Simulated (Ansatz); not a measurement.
## Generalised stacking fault on (111) (shuffle set) of a GaAs-GaSb solid solution (48 atoms): support functions against a reference

Wanted: errors and times of a linear-scaling basis for generalised stacking fault on (111) (shuffle set) of a GaAs-GaSb solid solution (48 atoms). A setting counts as converged where the r.m.s. difference of forces stays under 1 % of the r.m.s. force.

Main program and level: Ansatz 0.2.0; Kohn-Sham DFT, PBE, PAW (set soft_2), plane waves.

**1. The structure**

The cell holds 48 atoms: 24 Ga, 10 Sb and 14 As. Cell: a = 8.267 Å, b = 7.159 Å, c = 20.275 Å, α = 90.0°, β = 87.1°, γ = 90.0°. It derives from GaAs and GaSb. Zinc-blende GaAs lattice (a = 5.8453 Å, the value set for the mixture), cell with z along [111], 2 x 1 x 2 periods; the third cell vector is tilted by 0.250 of 1/2[1-10] and lengthened by 0 Å, so the cell holds one fault (shuffle set); displaced by a Gaussian of 0.01 Å; 10 of 24 As sites given to Sb at random (lattice constant by Vegard's rule between GaAs and GaSb).

Before any run, some limits are plain. The host structure and its lattice constant were typed by rule, without a check against the phase diagram. No spin–orbit coupling is included, so levels derived from the heavy atoms are approximate.

**2. Plane-wave single point**

This run is the reference for what follows, at a cutoff of 420 eV.

input.yaml

```yaml
crystal:
  lattice:
    - [8.2665, 0.0, 0.0]
    - [0.0, 7.159, 0.0]
    - [1.03331, 0.0, 20.24871]
  atoms:
    - { symbol: Ga, position: [0.63452, 0.49949, 0.93768] }
    - { symbol: Sb, position: [0.74162, 0.4992, 0.06321] }
    - { symbol: Ga, position: [0.73693, 0.83, 0.10396] }
    - { symbol: As, position: [0.72005, 0.83388, 0.2295] }
    - { symbol: Ga, position: [0.13376, 0.49954, 0.93758] }
    - { symbol: As, position: [0.24301, 0.4992, 0.06177] }
    - { symbol: Ga, position: [0.23723, 0.82928, 0.10454] }
    - { symbol: As, position: [0.22137, 0.834, 0.22878] }
    - { symbol: Ga, position: [0.38259, 0.99956, 0.93837] }
    - { symbol: As, position: [0.4926, 0.99925, 0.06255] }
    - { symbol: Ga, position: [0.48814, 0.33332, 0.10376] }
    - { symbol: As, position: [0.47228, 0.3356, 0.22934] }
    - { symbol: Ga, position: [0.46497, 0.66593, 0.2709] }
    - { symbol: As, position: [0.44996, 0.66478, 0.39516] }
    - { symbol: Ga, position: [0.718, 0.16793, 0.27045] }
    - { symbol: Sb, position: [0.70167, 0.16633, 0.39564] }
    - { symbol: Ga, position: [0.69295, 0.49978, 0.43723] }
    - { symbol: Sb, position: [0.68106, 0.49925, 0.56253] }
    - { symbol: Ga, position: [0.67766, 0.83457, 0.6035] }
    - { symbol: Sb, position: [0.6582, 0.83417, 0.7283] }
    - { symbol: Ga, position: [0.88489, 0.99944, 0.93813] }
    - { symbol: Sb, position: [0.9921, 0.00078, 0.06254] }
    - { symbol: Ga, position: [0.98549, 0.33452, 0.10452] }
    - { symbol: As, position: [0.97139, 0.33382, 0.22945] }
    - { symbol: Ga, position: [0.96788, 0.6683, 0.26992] }
    - { symbol: Sb, position: [0.95044, 0.66748, 0.3962] }
    - { symbol: Ga, position: [0.21326, 0.16454, 0.27121] }
    - { symbol: As, position: [0.2025, 0.16734, 0.3957] }
    - { symbol: Ga, position: [0.19544, 0.5001, 0.43672] }
    - { symbol: As, position: [0.18035, 0.50078, 0.56304] }
    - { symbol: Ga, position: [0.17548, 0.8358, 0.60407] }
    - { symbol: As, position: [0.1592, 0.83168, 0.72965] }
    - { symbol: Ga, position: [0.4458, 0.99942, 0.43695] }
    - { symbol: As, position: [0.42907, 0.00019, 0.56227] }
    - { symbol: Ga, position: [0.42425, 0.33277, 0.604] }
    - { symbol: As, position: [0.40922, 0.33311, 0.72967] }
    - { symbol: Ga, position: [0.40197, 0.66692, 0.77153] }
    - { symbol: Sb, position: [0.38826, 0.66746, 0.89552] }
    - { symbol: Ga, position: [0.65451, 0.16802, 0.77052] }
    - { symbol: Sb, position: [0.63721, 0.16664, 0.89623] }
    - { symbol: Ga, position: [0.94443, 0.99782, 0.43705] }
    - { symbol: Sb, position: [0.92901, 0.0022, 0.56253] }
    - { symbol: Ga, position: [0.92652, 0.33333, 0.60397] }
    - { symbol: As, position: [0.90785, 0.33141, 0.72925] }
    - { symbol: Ga, position: [0.90584, 0.66722, 0.77169] }
    - { symbol: As, position: [0.88565, 0.66543, 0.89609] }
    - { symbol: Ga, position: [0.15331, 0.16662, 0.77061] }
    - { symbol: Sb, position: [0.13978, 0.16416, 0.8957] }
kpoints:
  mp_grid: { grid: [2, 2, 1] }
hamiltonian:
  xc: pbe
scf:
  occupations: { method: fermi_dirac, width: 0.025 }
output:
  forces: true
  stress: true
  populations: true
  dos:
    method: { smearing: { sigma: 0.15 } }
    de: 0.1
    projected: { site_lists: { As: [As], Ga: [Ga], Sb: [Sb] } }
  eigenvalues: true
  write_density: true
  write_potential: true
  volumetric_format: npy
  elf: true
```

Launch:

```bash
> ansatz run input.yaml --threads 4 --pin off --max-ram 8192MiB --backend cpu --events-out ev --progress --plain --runs-dir out
```

Numbers of over 12 decimals in the logs are rounded to 6 here.

The log of the run:

```text
Engine: ansatz 0.2.0, x86_64-unknown-linux-gnu
Pseudopotentials: kind: paw
Pseudopotential: Ga, paw, valence charge 13, recommended cutoff 420 eV (normal), Ga.paw.azcp
Pseudopotential: Sb, paw, valence charge 15, recommended cutoff 420 eV (normal), Sb.paw.azcp
Pseudopotential: As, paw, valence charge 15, recommended cutoff 420 eV (normal), As.paw.azcp
Functional definition: PBE
  parameter kappa = 0.804
  parameter beta = 0.066725
  exchange = pbe_x(kappa = kappa, mu = beta*pi^2/3)
  correlation = pbe_c(beta = beta)
Crystal: 48 atoms, lattice volume = 1198.316 Å³
Basis set: ecut = 420 eV, 23409 PW (Γ), exchange–correlation on 120×96×288 points (8 copies of the dense FFT grid, shifted against one another)
Bands: 404, of which v1, the nominal top of the filled ones, is band 336 counted from 1 (335 counted from 0)
Symmetry: 1 space group operations
Space group: P1 (ITA 1), of the structure as read, at distance tolerance 1.1e-4 Å
k-points: 4
Non-local potential: Ga, projectors of the file, l = 0: 2, l = 1: 2, l = 2: 3, l = 3: 1
Non-local potential: Sb, projectors of the file, l = 0: 2, l = 1: 2, l = 2: 2, l = 3: 2
Non-local potential: As, projectors of the file, l = 0: 2, l = 1: 2, l = 2: 3, l = 3: 1
PAW form: soft (Blöchl's): semilocal exchange-correlation on the pseudo side does not see the compensation charge
PAW one-centre angular grid: Ga, 590 points (default); XC on 64 Gauss nodes
PAW one-centre angular grid: Sb, 590 points (default); XC on 64 Gauss nodes
PAW one-centre angular grid: As, 590 points (default); XC on 64 Gauss nodes
Initial density: superposition of atomic densities (neutral atoms: chi_scale 0, normalization atom), corrected by the library's trained network
Initial wavefunctions: pseudopotential atomic-orbital guess
Functional: x = pbe(κ = 0.804, μ = 0.219515), c = pbe(β = 0.066725)
SCF iter   1: F=—  HF=-223630.372217 eV  |F-HF|=—  |Δ(HF+E_count)|=         —  Δρ=1.66e-3  dr2=6.01e-2  ethr=1.77e-3  ⟨swp⟩=6.0  Hψ=5867  notcnv=0  defer=26
preconditioner: auto → LDOS  [insulator: Δε(μ)=0.088 eV  Ē_g=14.109 eV  σ=0.025 eV  W_gap=0.71  n_scr=306 (ndim 8)  ℏωp=22.3 eV  f_vac=0.083  D(μ)=5.08/eV (n_scr^D=10)  ε∞_Penn≈3.5  β→1.0]
SCF iter   2: F=—  HF=-223630.342358 eV  |F-HF|=—  |Δ(HF+E_count)|=   2.99e-2  Δρ=1.29e-3  dr2=3.97e-2  ethr=8.94e-6  ⟨swp⟩=2.0  Hψ=2957  notcnv=0  defer=239
SCF iter   3: F=—  HF=-223630.329860 eV  |F-HF|=—  |Δ(HF+E_count)|=   1.25e-2  Δρ=3.25e-4  dr2=2.99e-3  ethr=5.90e-6  ⟨swp⟩=2.2  Hψ=2467  notcnv=0  defer=239
SCF iter   4: F=—  HF=-223630.328888 eV  |F-HF|=—  |Δ(HF+E_count)|=   9.72e-4  Δρ=6.76e-5  dr2=7.45e-5  ethr=4.46e-7  ⟨swp⟩=2.0  Hψ=2397  notcnv=0  defer=239
SCF iter   5: F=—  HF=-223630.328966 eV  |F-HF|=—  |Δ(HF+E_count)|=   7.86e-5  Δρ=2.54e-5  dr2=1.36e-5  ethr=1.11e-8  ⟨swp⟩=2.0  Hψ=2503  notcnv=0  defer=239
SCF iter   6: F=—  HF=-223630.328970 eV  |F-HF|=—  |Δ(HF+E_count)|=   3.22e-6  Δρ=8.51e-6  dr2=2.10e-6  ethr=2.03e-9  ⟨swp⟩=2.0  Hψ=2443  notcnv=0  defer=239
SCF iter   7: F=—  HF=-223630.328970 eV  |F-HF|=—  |Δ(HF+E_count)|=   1.01e-7  Δρ=2.51e-6  dr2=1.00e-7  ethr=3.12e-10  ⟨swp⟩=2.0  Hψ=2435  notcnv=0  defer=239
SCF iter   8: F=-223630.328970 eV  HF=-223630.328970 eV  |F-HF|=7.95e-9  |Δ(HF+E_count)|=   8.88e-8  Δρ=8.09e-7  dr2=1.13e-8  ethr=1.49e-11  ⟨swp⟩=14.2  Hψ=12624  notcnv=0
SCF 1 converged in 8 iterations: F = -223630.328970 eV  dr2 = 1.13e-8
  greatest PAW one-centre occupation: 0.999 electrons in one spin orbital (limit 2), on the As atom at site 9 (counted from 0), in its partial waves of l = 2
SCF converged after 8 iterations
Free energy (F): -223630.328970 eV
Harris-Foulkes:  -223630.328970 eV  (|F-HF|=7.95e-9)
Internal energy: -223630.317635 eV  (E = F + TS)
E sigma→0 (E₀):  -223630.323302 eV
Entropy (-TS):   -0.011335 eV (-0.236 meV/atom)
Fermi energy:    8.199500 eV
--- Per-component energies (eV) ---
  E_band       = -6965.212157
  E_kinetic    = 6306.385631
  E_local      = -93911.361470  (includes V_loc(G=0)·N_el)
  E_nonlocal   = 4434.522709
  E_hartree    = 45628.323124
  E_xc         = -4152.305449
  E_vxc        = -3465.231309  (∫ρ·V_xc dr)
  E_paw        = -119189.595011  (= ΣΔE_a)
  E_vpaw       = -11586.171202  (= ΣTr[D̂ρ^β])
  E_aug_tail   = -0.002626  (compensation charges beyond the density's cutoff)
  E_ewald      = -62746.284543
  E_smearing   = -0.011335  (= −TS)
  E_closure    = -0.000000  (closes the sum)
  Σ components = -223630.328970   (vs F -223630.328970, Δ=0.00e0)
--- Forces (eV/Å), atoms counted from 1 ---
  atom   1  Ga     1.16240485     0.48119401     0.57512578
  atom   2  Sb    -0.57588398     0.13359292    -1.19006875
  atom   3  Ga    -0.77615580     0.68183316     1.03136487
  atom   4  As    -0.10667576     0.04313180    -0.09613283
  atom   5  Ga    -0.43568127     0.42412012     0.91440051
  atom   6  As    -0.84810643     0.02539528    -0.24894970
  atom   7  Ga     1.09836584    -0.51458563     0.33708167
  atom   8  As    -0.07157438    -0.03728399     0.03467068
  atom   9  Ga     0.74179007    -0.10341601     1.44645227
  atom  10  As    -0.92444050     0.05058802    -0.29806281
  atom  11  Ga    -1.02909554    -0.86202349     0.70180705
  atom  12  As    -0.30541309    -0.20206818    -0.04468930
  atom  13  Ga     0.09326618     0.03251426    -0.05527893
  atom  14  As    -0.08149775     0.14219673     0.14152096
[...]
atom  47  Ga     0.13842894    -0.02650645    -1.24265369
  atom  48  Sb    -0.11000291     0.28265322     0.00661245
  max |Σ_I F_I| component: 2.59e-5 eV/Å
--- Stress (GPa, compression-positive) ---
        3.956161       0.147823      -1.393613
        0.147823       3.542402      -0.111381
       -1.393613      -0.111381       3.009337
  P = ⅓ Tr σ = 3.5026 GPa (35.026 kbar)
--- Band table (eV) ---
  k-point 0: bands = ["-27.3349", "-27.3332", "-27.3185", "-27.3108", [... 388 levels ...], "12.8792", "12.9699", "12.9887", "13.1099", "13.1201", "13.1651", "13.2097", "13.2444", "13.2768", "13.3603", "13.4165", "13.4659"]
[...]
--- Löwdin populations: 48 sites ---
  site symbol       q [e]
     0     Ga     13.1923
     1     Sb     14.6378
     2     Ga     13.1259
[...]
47     Sb     14.5992
  spilling = 0.001518 (of n_electrons = 672.000000)
```

It took 55 s on 4 threads of Intel Xeon Platinum 8375C at 2.90GHz (Ice Lake), shared host; peak memory 5.3 GiB; 3.5 min of CPU time.

The program notes that it cut back its work space to fit the memory limit.

Read from the output:

| Quantity | Value |
| --- | --- |
| free energy | -223630.3290 eV |
| free energy per atom | -4658.9652 eV/atom |
| SCF cycles | 8 |
| pressure | 3.503 GPa |
| r.m.s. force component | 0.5482 eV/Å |
| longest force | 1.665 eV/Å |
| Fermi energy | 8.199 eV |
| levels partly filled by over 2 per cent | 2 |
| spilling of the projection | 0.001518 |

The r.m.s. force component of 0.55 eV/Å sets the scale for the differences below.

**3. Support functions medium**

With localised support functions most steps grow linearly with size, though the diagonalisation grows faster unless the density matrix is cut; this run measures error and cost at this size. The level medium gives here a grid of 48×36×90 points and a radius of 4.37 Å.

This step: Kohn-Sham DFT, PBE, PAW (set soft_2), localised support functions (medium) (Ansatz 0.2.0).

input.yaml, the sections that differ from step 2:

```yaml
scf:
  occupations: { method: fermi_dirac, width: 0.025 }
  eigensolver: { kind: { support_functions: { accuracy: medium } } }
  mixing: { beta: 0.4 }
  max_iter: 150
output:
  forces: true
# crystal, kpoints, hamiltonian: as in step 2
```

The log of the run:

```text
Warning: scf.eigensolver.kind.support_functions: disabling space-group detection — the functions' gradient is summed over unrotated k-points, so no spatial operation reduces the k-mesh or symmetrises the density; time reversal is kept, so that k and −k are solved as one point where they differ and the mesh holds both, and exact exchange and, on two spinor components, a DFT+U term hold to it where the run has them: [...]
settings of this run that can trade accuracy for cost: scf.eigensolver.kind.support_functions [...]
[...]
Crystal: 48 atoms, lattice volume = 1198.316 Å³
Basis set: ecut = 420 eV, 23409 PW (Γ), exchange–correlation on 120×96×288 points (8 copies of the dense FFT grid, shifted against one another)
Bands: 404, of which v1, the nominal top of the filled ones, is band 336 counted from 1 (335 counted from 0)
Symmetry: 1 space group operations
k-points: 4
[...]
Eigensolver: Support functions (medium, 48×36×90 points, laid for a spacing of at most 0.228497 Å, radius 4.366850 Å, 3 species' potentials softened for the grid, 2 wholly corrected for its errors in the mean over positions, 3 with the egg-box correction, energy correction by stochastic trace)
[...]
SCF iter   1: F=—  HF=-223612.464335 eV  |F-HF|=—  |Δ(HF+E_count)|=         —  Δρ=3.02e-2  dr2=7.94e0  ethr=1.00e-1
[...]
SCF iter  12: F=—  HF=-223630.373961 eV  |F-HF|=—  |Δ(HF+E_count)|=   1.34e-3  Δρ=1.08e-5  dr2=2.07e-6  ethr=1.55e-9  κ⁻¹=2.0e-7(r=7)
SCF iter  13: F=-223630.375102 eV  HF=-223630.375102 eV  |F-HF|=1.80e-7  |Δ(HF+E_count)|=   1.14e-3  Δρ=6.49e-6  dr2=5.54e-7  ethr=3.09e-10
SCF 1 converged in 13 iterations: F = -223630.399589 eV  dr2 = 5.54e-7
[...]
SCF converged after 13 iterations
Stability not checked: this state was not tested for a lower state beside it, because the mixer in use, unlike msr1, does not test its closes by its own steps (another_mixer; see scf.mixing.algorithm and scf.lower_state_search)
Free energy (F): -223630.399589 eV
[...]
Internal energy: -223630.388331 eV  (E = F + TS)
E sigma→0 (E₀):  -223630.393960 eV
Entropy (-TS):   -0.011258 eV (-0.235 meV/atom)
Fermi energy:    8.199633 eV
[...]
Σ components = -223630.399589   (vs F -223630.399589, Δ=0.00e0)
--- Forces (eV/Å), atoms counted from 1 ---
  atom   1  Ga     1.16165508     0.48157695     0.57654116
  atom   2  Sb    -0.57561401     0.13505688    -1.18977095
  atom   3  Ga    -0.77620971     0.68185292     1.03225595
  atom   4  As    -0.10684827     0.04365245    -0.09718180
[...]
atom  48  Sb    -0.10976927     0.28299786     0.00545763
  max |Σ_I F_I| component: 1.16e-2 eV/Å
--- Band table (eV) ---
[...]
guard bands above this table: 59 of the run's 404 bands (output.publish_guard_bands: true publishes all)
[...]
```

Run time: 1.8 min. Hardware: 4 threads; peak memory 3.5 GiB.

The program notes that the band table was not solved further than the SCF left it and it switched symmetry off.

Keys that differ from the reference: support_functions.accuracy = "medium", scf.max_iter = 150 and scf.mixing.beta = 0.4.

Forces differ from the reference by 0.55 meV/Å r.m.s., 0.10 % of their size, well within a tolerance of 1 %; the energy by -1.5 meV/atom. It took 1.8 min and 13 cycles; the reference's time can't be set against it, since the two runs asked for unlike analyses. The two runs also began from different starting densities, which bears on cycles and time.

**4. Support functions low**

The level low is asked for. Here it resolves to the same grid and radius as in the run with support functions medium, so the basis is not new.

This step: Kohn-Sham DFT, PBE, PAW (set soft_2), localised support functions (low) (Ansatz 0.2.0).

input.yaml, the sections that differ from step 3:

```yaml
scf:
  occupations: { method: fermi_dirac, width: 0.025 }
  eigensolver: { kind: { support_functions: { accuracy: low } } }
  mixing: { beta: 0.4 }
  max_iter: 150
# crystal, kpoints, hamiltonian, output: as in step 3
```

The log of the run:

```text
[...]
Crystal: 48 atoms, lattice volume = 1198.316 Å³
Basis set: ecut = 420 eV, 23409 PW (Γ), exchange–correlation on 120×96×288 points (8 copies of the dense FFT grid, shifted against one another)
Bands: 404, of which v1, the nominal top of the filled ones, is band 336 counted from 1 (335 counted from 0)
Symmetry: 1 space group operations
k-points: 4
[...]
Eigensolver: Support functions (low, 48×36×90 points, laid for a spacing of at most 0.228497 Å, radius 4.366850 Å, 3 species' potentials softened for the grid, 2 wholly corrected for its errors in the mean over positions, 3 with the egg-box correction, energy correction by stochastic trace)
[...]
SCF iter   1: F=—  HF=-223612.464335 eV  |F-HF|=—  |Δ(HF+E_count)|=         —  Δρ=3.02e-2  dr2=7.94e0  ethr=1.00e-1
[...]
SCF iter  11: F=—  HF=-223630.372620 eV  |F-HF|=—  |Δ(HF+E_count)|=   1.69e-3  Δρ=3.42e-5  dr2=1.04e-5  ethr=5.33e-9  κ⁻¹=7.3e-8(r=7)
SCF iter  12: F=-223630.373961 eV  HF=-223630.373961 eV  |F-HF|=6.57e-7  |Δ(HF+E_count)|=   1.34e-3  Δρ=1.08e-5  dr2=2.07e-6  ethr=1.55e-9
SCF 1 converged in 12 iterations: F = -223630.399522 eV  dr2 = 2.07e-6
[...]
SCF converged after 12 iterations
[...]
Free energy (F): -223630.399522 eV
[...]
Internal energy: -223630.388270 eV  (E = F + TS)
E sigma→0 (E₀):  -223630.393896 eV
Entropy (-TS):   -0.011252 eV (-0.234 meV/atom)
Fermi energy:    8.199513 eV
[...]
Σ components = -223630.399522   (vs F -223630.399522, Δ=0.00e0)
--- Forces (eV/Å), atoms counted from 1 ---
  atom   1  Ga     1.16165739     0.48165012     0.57656586
  atom   2  Sb    -0.57556327     0.13504210    -1.18985624
  atom   3  Ga    -0.77624090     0.68185582     1.03234096
  atom   4  As    -0.10680132     0.04363928    -0.09715103
[...]
atom  48  Sb    -0.10976310     0.28302090     0.00536429
  max |Σ_I F_I| component: 1.23e-2 eV/Å
--- Band table (eV) ---
[...]
```

Elapsed: 1.7 min, on 4 threads; peak memory 3.5 GiB.

Keys that differ from the reference: support_functions.accuracy = "low", scf.max_iter = 150 and scf.mixing.beta = 0.4.

Forces differ from the reference by 0.57 meV/Å r.m.s., 0.10 % of their size, well within a tolerance of 1 %; the energy by -1.5 meV/atom. It took 1.7 min and 12 cycles; the reference's time can't be set against it, since the two runs asked for unlike analyses. The two runs also began from different starting densities, which bears on cycles and time.

(Continued in part 2 of 3.)

[Logs are printed without paths, hosts, clocks, repeated set-up lines and the standing remarks that a program may print on its own settings, such as how far it seeks lower states.]

[Hosts, paths, dates, database ids (printed as entryN), source tags and the programs' standing remarks are cut or masked in the printed files.]
